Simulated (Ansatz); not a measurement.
**(BaO)1(NaCl)2 [001] superlattice, started as rocksalt type: phonons and vibrational spectra**

Task: relax (BaO)1(NaCl)2 [001] superlattice, started as rocksalt type, then find its harmonic phonons.

Method: DFT PBEsol, scalar-relativistic, plane waves, PAW, in Ansatz 0.2.0.

The structure was built from a prototype and need not be the compound's stable phase.

## 1. The structure

The structure is tetragonal, space group I4/mmm (No. 139). The conventional cell has a = 3.965 Å, b = 3.965 Å, c = 16.820 Å, α = 90.00°, β = 90.00°, γ = 90.00°. Nearest to Ba lie 4 O at 2.80 Å and 2 Cl at 2.80 Å. Cl has 5 Na at 2.80 Å and 1 Ba at 2.80 Å nearest. Nearest to Na lie 5 Cl at 2.80 Å and 1 O at 2.80 Å. Nearest to O lie 4 Ba at 2.80 Å and 2 Na at 2.80 Å. Farther neighbours and most contacts between anions are not listed.

## 2. Rough relaxation

The start is far from rest, so a relaxation with loose tolerances brings it close first.

input.yaml

```yaml
crystal:
  lattice:
    - [2.80333, 2.80333, 0.0]
    - [-2.80333, 2.80333, 0.0]
    - [2.80333, 0.0, 8.41]
  atoms:
    - { symbol: Ba, position: [0.0, 0.0, 0.0] }
    - { symbol: Cl, position: [0.833333, 0.166667, 0.333333] }
    - { symbol: Cl, position: [0.166667, 0.833333, 0.666667] }
    - { symbol: Na, position: [0.333333, 0.666667, 0.333333] }
    - { symbol: Na, position: [0.666667, 0.333333, 0.666667] }
    - { symbol: O, position: [0.5, 0.5, 0.0] }
kpoints:
  mp_grid: { grid: [6, 6, 6] }
hamiltonian:
  xc: pbesol
scf:
  occupations: { method: gaussian, width: 0.1 }
output:
  forces: true
  stress: true
  eigenvalues: true
relax:
  adjacent_minimum: "off"
  f_tol: 0.05
  max_steps: 80
  cell: { stress_tol: 0.5 }
```

Command:

```console
$ ansatz run input.yaml --threads 8 --pin off --max-ram 14336MiB --backend cpu --events-out ev --progress --plain --runs-dir out
```

Numbers of over 12 decimals in the logs are rounded to 6 here.

The log of the run:

```text
[...]
- [-2.725405, 2.725405, 0]
    - [2.725405, 0, 8.601330]
  atoms:
    - { symbol: Ba, position: [3.4378190169971084e-19, -3.437819016997133e-19, -6.875638033994478e-19] }
    - { symbol: Cl, position: [0.822968, 0.177032, 0.354064] }
    - { symbol: Cl, position: [0.177032, 0.822968, 0.645936] }
    - { symbol: Na, position: [0.345808, 0.654192, 0.308383] }
    - { symbol: Na, position: [0.654192, 0.345808, 0.691617] }
    - { symbol: O, position: [0.5, 0.5, -6.875638033994478e-19] }
[key lines of the parts left out:]
SCF converged after 6 iterations
Free energy (F): -11506.276696 eV
Fermi energy:    6.829735 eV
P = ⅓ Tr σ = -0.0255 GPa (-0.255 kbar)
```

It took 8 s on 8 threads of Arm Neoverse V1, shared host; peak memory 0.61 GiB; 56 s of CPU time.

Step by step:

| step | energy less that of the first step (eV) | largest force component (eV/Å) | pressure (GPa) | volume (Å³) |
| --- | --- | --- | --- | --- |
| 1 | 0.0000 | 1.4171 | 0.37 | 132.18 |
| 2 | -0.3845 | 0.2214 | -1.39 | 132.50 |
| 3 | -0.4319 | 0.1397 | -0.19 | 128.18 |
| 4 | -0.4451 | 0.0695 | 0.34 | 126.68 |
| 5 | -0.4498 | 0.0386 | 0.00 | 127.78 |
| 6* | -0.4481 | 0.0386 | -0.03 | 127.78 |

Relaxation steps marked * repeat the geometry before them on a plane-wave basis chosen anew for their cell, so energy and pressure can jump there.

The run keeps the 16 symmetry operations that it works with, so distortions that break them were not tested.

```csv
"conventional cell, symmetrised",before,after,change
a (Å),3.965,3.854,-2.8 %
b (Å),3.965,3.854,-2.8 %
c (Å),16.820,17.203,+2.3 %
volume (Å³/atom),22.03,21.30,-3.3 %
```

The atoms that moved most (Å, as changes of fractional coordinates times the final cell):

| atom | dx | dy | dz | length |
| --- | --- | --- | --- | --- |
| Na4 | 0.000 | 0.000 | -0.215 | 0.215 |
| Na5 | 0.000 | 0.000 | 0.215 | 0.215 |
| Cl3 | 0.000 | 0.000 | -0.178 | 0.178 |
| Cl2 | 0.000 | 0.000 | 0.178 | 0.178 |

The relaxed structure:

```cif
data_structure
_symmetry_space_group_name_H-M 'P 1'
_symmetry_Int_Tables_number 1
_cell_length_a 3.8543
_cell_length_b 3.8543
_cell_length_c 9.0228
_cell_angle_alpha 102.333
_cell_angle_beta 77.667
_cell_angle_gamma 90.000
_cell_volume 127.78
loop_
_atom_site_label
_atom_site_type_symbol
_atom_site_fract_x
_atom_site_fract_y
_atom_site_fract_z
_atom_site_occupancy
Ba1 Ba 0.00000 0.00000 0.00000 1
Cl2 Cl 0.82297 0.17703 0.35406 1
Cl3 Cl 0.17703 0.82297 0.64594 1
Na4 Na 0.34581 0.65419 0.30838 1
Na5 Na 0.65419 0.34581 0.69162 1
O6 O 0.50000 0.50000 0.00000 1
```

This step gave:

- pressure: -0.02554 GPa
- gap on the k-mesh: 2.591 eV
- volume per atom: 21.30 Å³
- direct gap on mesh: 2.869 eV

In this step the volume went from 22.03 to 21.30 Å³/atom.

## 3. Bringing the structure to rest

The cell and atoms are relaxed, since residual forces and stress would shift the frequencies.

input.yaml

```yaml
crystal:
  lattice:
    - [2.7254049489, 2.7254049489, 0.0]
    - [-2.7254049489, 2.7254049489, 0.0]
    - [2.7254049489, 0.0, 8.601330322]
  atoms:
    - { symbol: Ba, position: [0.0, 0.0, 0.0] }
    - { symbol: Cl, position: [0.8229681146, 0.1770318854, 0.3540637707] }
    - { symbol: Cl, position: [0.1770318854, 0.8229681146, 0.6459362293] }
    - { symbol: Na, position: [0.3458084109, 0.6541915891, 0.3083831783] }
    - { symbol: Na, position: [0.6541915891, 0.3458084109, 0.6916168217] }
    - { symbol: O, position: [0.5, 0.5, 0.0] }
kpoints:
  mp_grid: { grid: [6, 6, 6] }
hamiltonian:
  xc: pbesol
scf:
  occupations: { method: gaussian, width: 0.02 }
output:
  forces: true
  stress: true
  eigenvalues: true
  write_density: true
  write_potential: true
  elf: true
  volumetric_format: npy
relax:
  adjacent_minimum: "off"
  f_tol: 0.005
  max_steps: 80
  cell: { stress_tol: 0.05 }
```

The log of the run:

```text
[...]
Crystal: 6 atoms, lattice volume = 127.778 Å³
Basis set: ecut = 420 eV, 2521 PW (Γ), exchange–correlation on 54×54×128 points (8 copies of the dense FFT grid, shifted against one another)
Bands: 30, of which v1, the nominal top of the filled ones, is band 24 counted from 1 (23 counted from 0)
Symmetry: 16 space group operations
[...]
k-points: 30 of 216
[...]
SCF iter   1: F=—  HF=-11506.300288 eV  |F-HF|=—  |Δ(HF+E_count)|=         —  Δρ=7.89e-3  dr2=8.72e-2  ethr=1.77e-3  ⟨swp⟩=9.7  Hψ=4848  notcnv=0
[...]
SCF iter   7: F=-11506.276696 eV  HF=-11506.276696 eV  |F-HF|=7.47e-9  |Δ(HF+E_count)|=   7.23e-8  Δρ=4.22e-6  dr2=1.86e-8  ethr=2.08e-10  ⟨swp⟩=14.4  Hψ=7319  notcnv=0
SCF 1 converged in 7 iterations: F = -11506.276696 eV  dr2 = 1.86e-8
[...]
relax step   1: F+E_penalty+E_count = -11506.27669560 eV  Δ(F+E_penalty+E_count) = +0.000e0 eV  max|allowed force component| = 3.859e-2 eV/Å  Δτ_max = 0.0000 Å  P = -0.026 GPa  Ω = 127.778 Å³  (7 SCF iters, dr2 threshold 1.00e-7 eV, accepted)
Crystal: 6 atoms, lattice volume = 127.791 Å³
[...]
SCF iter   6: F=-11506.277281 eV  HF=-11506.277281 eV  |F-HF|=1.69e-9  |Δ(HF+E_count)|=   3.43e-8  Δρ=1.71e-6  dr2=4.22e-9  ethr=1.94e-10  ⟨swp⟩=9.4  Hψ=6528  notcnv=0
SCF 2 converged in 6 iterations: F = -11506.277281 eV  dr2 = 4.22e-9
relax step   2: F+E_penalty+E_count = -11506.27728141 eV  Δ(F+E_penalty+E_count) = -5.858e-4 eV  max|allowed force component| = 4.390e-2 eV/Å  Δτ_max = 0.0193 Å  P = +0.101 GPa  Ω = 127.791 Å³  energy of the carried Pulay correction = -7.988e-6 eV  (6 SCF iters, dr2 threshold 9.31e-8 eV, accepted)
Crystal: 6 atoms, lattice volume = 127.960 Å³
[...]
SCF iter   6: F=-11506.277810 eV  HF=-11506.277810 eV  |F-HF|=1.46e-10  |Δ(HF+E_count)|=   3.53e-9  Δρ=7.03e-7  dr2=6.39e-10  ethr=4.89e-11  ⟨swp⟩=6.1  Hψ=5467  notcnv=0
SCF 3 converged in 6 iterations: F = -11506.277810 eV  dr2 = 6.39e-10
relax step   3: F+E_penalty+E_count = -11506.27781009 eV  Δ(F+E_penalty+E_count) = -5.287e-4 eV  max|allowed force component| = 7.020e-3 eV/Å  Δτ_max = 0.0043 Å  P = +0.025 GPa  Ω = 127.960 Å³  energy of the carried Pulay correction = -1.167e-4 eV  (6 SCF iters, dr2 threshold 2.98e-7 eV, accepted)
[...]
relax step   4: F+E_penalty+E_count = -11506.27783327 eV  Δ(F+E_penalty+E_count) = -2.318e-5 eV  max|allowed force component| = 1.343e-3 eV/Å  Δτ_max = 0.0025 Å  P = +0.001 GPa  Ω = 128.071 Å³  energy of the carried Pulay correction = -1.880e-4 eV  (6 SCF iters, dr2 threshold 3.27e-8 eV, accepted)
[...]
SCF iter   1: F=—  HF=-11506.277679 eV  |F-HF|=—  |Δ(HF+E_count)|=         —  Δρ=1.19e-4  dr2=4.32e-7  ethr=5.05e-7  ⟨swp⟩=2.9  Hψ=7116  notcnv=0
eigensolver tolerance schedule: the retry pair's looser diagonalisation over-reported the residual by 560.12 of it (diagonalisation noise at 0.10 of the residual, at the tolerance the schedule requests for it); recorded, not acted on — ethr = c·dr2/N_el stays at c = 1.0e-1
[...]
SCF iter   2: F=—  HF=-11506.277914 eV  |F-HF|=—  |Δ(HF+E_count)|=   2.35e-4  Δρ=6.00e-5  dr2=1.06e-7  ethr=9.01e-10  ⟨swp⟩=2.3  Hψ=1654  notcnv=0
[...]
SCF iter   9: F=-11506.277965 eV  HF=-11506.277965 eV  |F-HF|=0.00e0  |Δ(HF+E_count)|=  5.46e-12  Δρ=8.51e-10  dr2=5.21e-16  ethr=1.00e-12  ⟨swp⟩=3.1  Hψ=3031  notcnv=0
SCF 5 converged in 9 iterations: F = -11506.277965 eV  dr2 = 5.21e-16
relax step   5: F+E_penalty+E_count = -11506.27796545 eV  Δ(F+E_penalty+E_count) = -1.322e-4 eV  max|allowed force component| = 1.345e-3 eV/Å  Δτ_max = 0.0000 Å  P = +0.003 GPa  Ω = 128.071 Å³  stress off target by 1.29e-2 GPa  SCF on the basis re-selected at this cell (its energy is not comparable with the rows above)  (9 SCF iters)
basis re-selected at this cell: Δ(F+E_penalty+E_count) = -1.322e-4 eV, ΔP = +0.002 GPa vs the last step (what re-selecting the basis moved, of the pressure what is left beyond the Pulay correction that the steps carried, after the strain that the cell walked since its last selection, with what the two solves' SCF thresholds leave and, on support functions, any second-order correction that the steps lacked; it is no m [...]
SCF converged after 9 iterations
Free energy (F): -11506.277965 eV
[...]
Internal energy: -11506.277965 eV  (E = F + TS)
E sigma→0 (E₀):  -11506.277965 eV
Fermi energy:    6.804905 eV
[...]
--- Forces (eV/Å), atoms counted from 1 ---
  atom   1  Ba     0.00000000     0.00000000     0.00000000
  atom   2  Cl     0.00000000     0.00000000    -0.00134460
  atom   3  Cl     0.00000000     0.00000000     0.00134460
  atom   4  Na     0.00000000     0.00000000    -0.00061635
  atom   5  Na     0.00000000     0.00000000     0.00061635
  atom   6  O      0.00000000    -0.00000000     0.00000000
  max |Σ_I F_I| component: 6.31e-30 eV/Å
--- Stress (GPa, compression-positive) ---
       -0.001757       0.000000       0.000000
        0.000000      -0.001757       0.000000
        0.000000       0.000000       0.012905
  P = ⅓ Tr σ = 0.0031 GPa (0.031 kbar)
--- Band table (eV; the first three rows and the last of 30) ---
  k-point 0: bands = [... 20 lower, 2.8339, 4.4803, 5.2326, 5.2326, 8.0915, 8.3705, 10.2792, 11.0720, ... 2 higher]
  k-point 1: bands = [... 20 lower, 2.8256, 4.4630, 5.2326, 5.2326, 8.2475, 8.3662, 10.0440, 11.2062, ... 2 higher]
  k-point 2: bands = [... 20 lower, 2.8083, 4.4343, 5.2326, 5.2326, 8.3577, 8.6424, 9.6472, 11.4168, ... 2 higher]
  k-point 29: bands = [... 20 lower, 2.5114, 4.4945, 5.5168, 5.5177, 8.7186, 8.8756, 10.5092, 11.0434, ... 2 higher]
--- Relaxed structure (4 steps of the walk, 4 accepted, 1 SCFs on fresh bases) ---
[...]
cell:  # Å, volume = 128.0711 Å³
    - [2.721130, 2.721130, 0.0]
    - [-2.721130, 2.721130, 0.0]
    - [2.721130, 0, 8.648135]
  atoms:
    - { symbol: Ba, position: [0, 0, 0] }
    - { symbol: Cl, position: [0.823880, 0.176120, 0.352239] }
    - { symbol: Cl, position: [0.176120, 0.823880, 0.647761] }
    - { symbol: Na, position: [0.346516, 0.653484, 0.306968] }
    - { symbol: Na, position: [0.653484, 0.346516, 0.693032] }
    - { symbol: O, position: [0.5, 0.5, 0] }
```

Wall time 6.7 s (8 threads); peak memory 0.61 GiB.

Relaxation path:

```csv
step,energy less that of the first step (eV),largest force component (eV/Å),pressure (GPa),volume (Å³)
1,0.0000,0.0386,-0.03,127.78
2,-0.0006,0.0439,0.10,127.79
3,-0.0011,0.0070,0.03,127.96
4,-0.0011,0.0013,0.00,128.07
5*,-0.0013,0.0013,0.00,128.07
```

Relaxation steps marked * repeat the geometry before them on a plane-wave basis chosen anew for their cell, so energy and pressure can jump there.

Forces are held to the 16 operations that the run works with; a distortion that breaks them can't arise in this run.

```
conventional cell, symmetrised  before   after  change
                         a (Å)   3.854   3.848  -0.2 %
                         b (Å)   3.854   3.848  -0.2 %
                         c (Å)  17.203  17.296  +0.5 %
              volume (Å³/atom)   21.30   21.35  +0.2 %
```

The atoms that moved most (Å, as changes of fractional coordinates times the final cell):

```csv
atom,dx,dy,dz,length
Cl3,0.000,0.000,0.016,0.016
Cl2,0.000,0.000,-0.016,0.016
Na4,0.000,0.000,-0.012,0.012
Na5,0.000,0.000,0.012,0.012
```

The relaxed structure:

```xyz
6
Lattice="2.7211 2.7211 0.0000 -2.7211 2.7211 0.0000 2.7211 0.0000 8.6481" Properties=species:S:1:pos:R:3 pbc="T T T"
Ba    0.0000    0.0000    0.0000
Cl    2.7211    2.7211    3.0462
Cl    0.0000    2.7211    5.6019
Na    0.0000    2.7211    2.6547
Na    2.7211    2.7211    5.9934
O     0.0000    2.7211    0.0000
```

Numbers from this step:

* pressure: 0.003131 GPa
* gap on the k-mesh: 2.573 eV
* volume per atom: 21.35 Å³
* direct gap on mesh: 2.859 eV

Valence density in the ac plane of the conventional cell at fractional y = 0.000, with atoms of Ba and Cl and Na and O within 0.2 Å of it. It is the smooth field of the valence electrons, not physical close to the nuclei.

Values in e/Å³, 24 rows by 14 columns, each cell a mean:
```
 1  1  1  1  0  0  0  0  0  0  0  1  1  1
 1  0  0  0  0  0  0  0  0  0  0  0  0  1
 0  0  0  0  0  0  0  0  0  0  0  0  0  0
 1  1  1  1  0  0  0  0  0  0  0  1  1  1
 1  1  1  1  0  0  0  0  0  0  0  1  2  1
 1  1  0  0  0  0  0  0  0  0  0  0  0  1
 0  0  0  0  0  0  0  0  0  0  0  0  0  0
 6  3  1  0  0  0  0  0  0  0  0  0  2  5
14  8  2  0  0  0  0  0  0  0  0  0  4 11
 0  0  0  0  0  0  0  0  0  0  0  0  0  0
 0  0  0  0  0  0  0  0  0  0  0  0  0  0
 5  4  1  0  0  0  0  0  0  0  0  1  2  4
 4  2  1  0  0  0  0  0  0  0  0  1  2  3
 0  0  0  0  0  0  0  0  0  0  0  0  0  0
 2  1  0  0  0  0  0  0  0  0  0  0  0  1
16  9  2  0  0  0  0  0  0  0  0  1  4 13
 3  1  0  0  0  0  0  0  0  0  0  0  1  2
 0  0  0  0  0  0  0  0  0  0  0  0  0  0
 1  1  1  0  0  0  0  0  0  0  0  0  1  1
 1  1  2  1  0  0  0  0  0  0  0  1  2  1
 1  1  1  0  0  0  0  0  0  0  0  1  1  1
 0  0  0  0  0  0  0  0  0  0  0  0  0  0
 1  1  1  0  0  0  0  0  0  0  0  0  1  1
 1  1  1  1  0  0  0  0  0  0  1  1  1  1
```
Columns run along a (3.8 Å), rows up along c (17.3 Å), edges of the conventional cell, whose origin can differ from the input's. Atoms in or near the plane, at fractional coordinates: Ba at (0.00, 0.00), Cl at (0.00, 0.18), Cl at (0.00, 0.82), Na at (0.00, 0.65), Na at (0.00, 0.35), O at (0.00, 0.50).

Electrostatic potential energy in the ac plane of the conventional cell at fractional y = 0.000, with atoms of Ba and Cl and Na and O within 0.2 Å of it. With pseudopotentials it is smooth inside the atoms' cores, unlike the true potential.

Ten even steps from '_' (-46 eV) to '@' (10 eV), each cell a mean:
```
::::--++%%@@@@@@@@%%##==--::
####%%%%@@@@@@@@@@@@@@%%####
%%%%@@@@@@@@@@@@@@@@@@@@@@%%
..::++%%@@@@@@@@@@@@@@##==..
__..==%%@@@@@@@@@@@@@@**::__
##%%@@@@@@@@@@@@@@@@@@@@%%%%
@@@@@@@@@@@@@@@@@@@@@@@@@@@@
--==##%%@@@@@@@@@@@@@@%%**--
__..++%%@@@@@@@@@@@@@@##==__
%%%%@@@@@@@@@@@@@@@@@@@@%%%%
@@@@@@@@@@@@@@@@@@@@@@@@@@@@
..--##@@@@@@@@@@@@@@@@@@++::
--++%%@@@@@@@@@@@@@@@@@@##==
@@@@@@@@@@@@@@@@@@@@@@@@@@@@
**##%%@@@@@@@@@@@@@@@@@@%%##
____++%%@@@@@@@@@@@@@@##--__
++**%%@@@@@@@@@@@@@@@@%%##++
@@@@@@@@@@@@@@@@@@@@@@@@@@@@
****%%@@@@@@@@@@@@@@@@@@##**
____--##@@@@@@@@@@@@@@**..__
--==**%%@@@@@@@@@@@@@@%%++--
@@@@@@@@@@@@@@@@@@@@@@@@@@@@
++**##%%@@@@@@@@@@@@%%##**++
..::--++##%%@@@@@@%%**==::..
```
Columns run along a (3.8 Å; values clipped at the 3rd and 97th percentile), rows up along c (17.3 Å), edges of the conventional cell, whose origin can differ from the input's. Atoms in or near the plane, at fractional coordinates: Ba at (0.00, 0.00), Cl at (0.00, 0.18), Cl at (0.00, 0.82), Na at (0.00, 0.65), Na at (0.00, 0.35), O at (0.00, 0.50).

ELF in the ac plane of the conventional cell at fractional y = 0.000, with atoms of Ba and Cl and Na and O within 0.2 Å of it. It is the smooth field of the valence electrons, not physical close to the nuclei.

Ten even steps from '_' (0.01) to '@' (0.86), each cell a mean:
```
==**@@@@**::______--%%@@%%++
**++==--..__________::==++**
**++++==::..______..--==++**
##%%@@@@%%==..__::**%%@@@@%%
**%%@@@@%%==..__::**@@@@@@##
@@@@%%**--..______::++##%%@@
....____________________....
++++--________________..==++
==**++..______________--**++
::..____________________..::
****++==::________..--++****
**%%@@##==..______::**%%@@##
##%%%%##==..______::++%%@@%%
======--..__________::--====
----..__________________::--
==++**::______________==**++
====::________________..--==
----::..______________..::--
@@@@@@##++::______--**%%@@@@
++##@@@@%%++..__::**@@@@@@**
%%@@@@@@##==____..++%%@@@@@@
====--::..________..::----==
####**++::________..--**####
::==%%@@**::______==%%@@##--
```
Columns run along a (3.8 Å), rows up along c (17.3 Å), edges of the conventional cell, whose origin can differ from the input's. Atoms in or near the plane, at fractional coordinates: Ba at (0.00, 0.00), Cl at (0.00, 0.18), Cl at (0.00, 0.82), Na at (0.00, 0.65), Na at (0.00, 0.35), O at (0.00, 0.50).

In this step the volume went from 21.30 to 21.35 Å³/atom.

(Part 1 of 3 ends here.)

[Logs are printed without paths, hosts, clocks, repeated set-up lines and the standing remarks that a program may print on its own settings, such as how far it seeks lower states.]

[Hosts, paths, dates, database ids (printed as entryN), source tags and the programs' standing remarks are cut or masked in the printed files.]
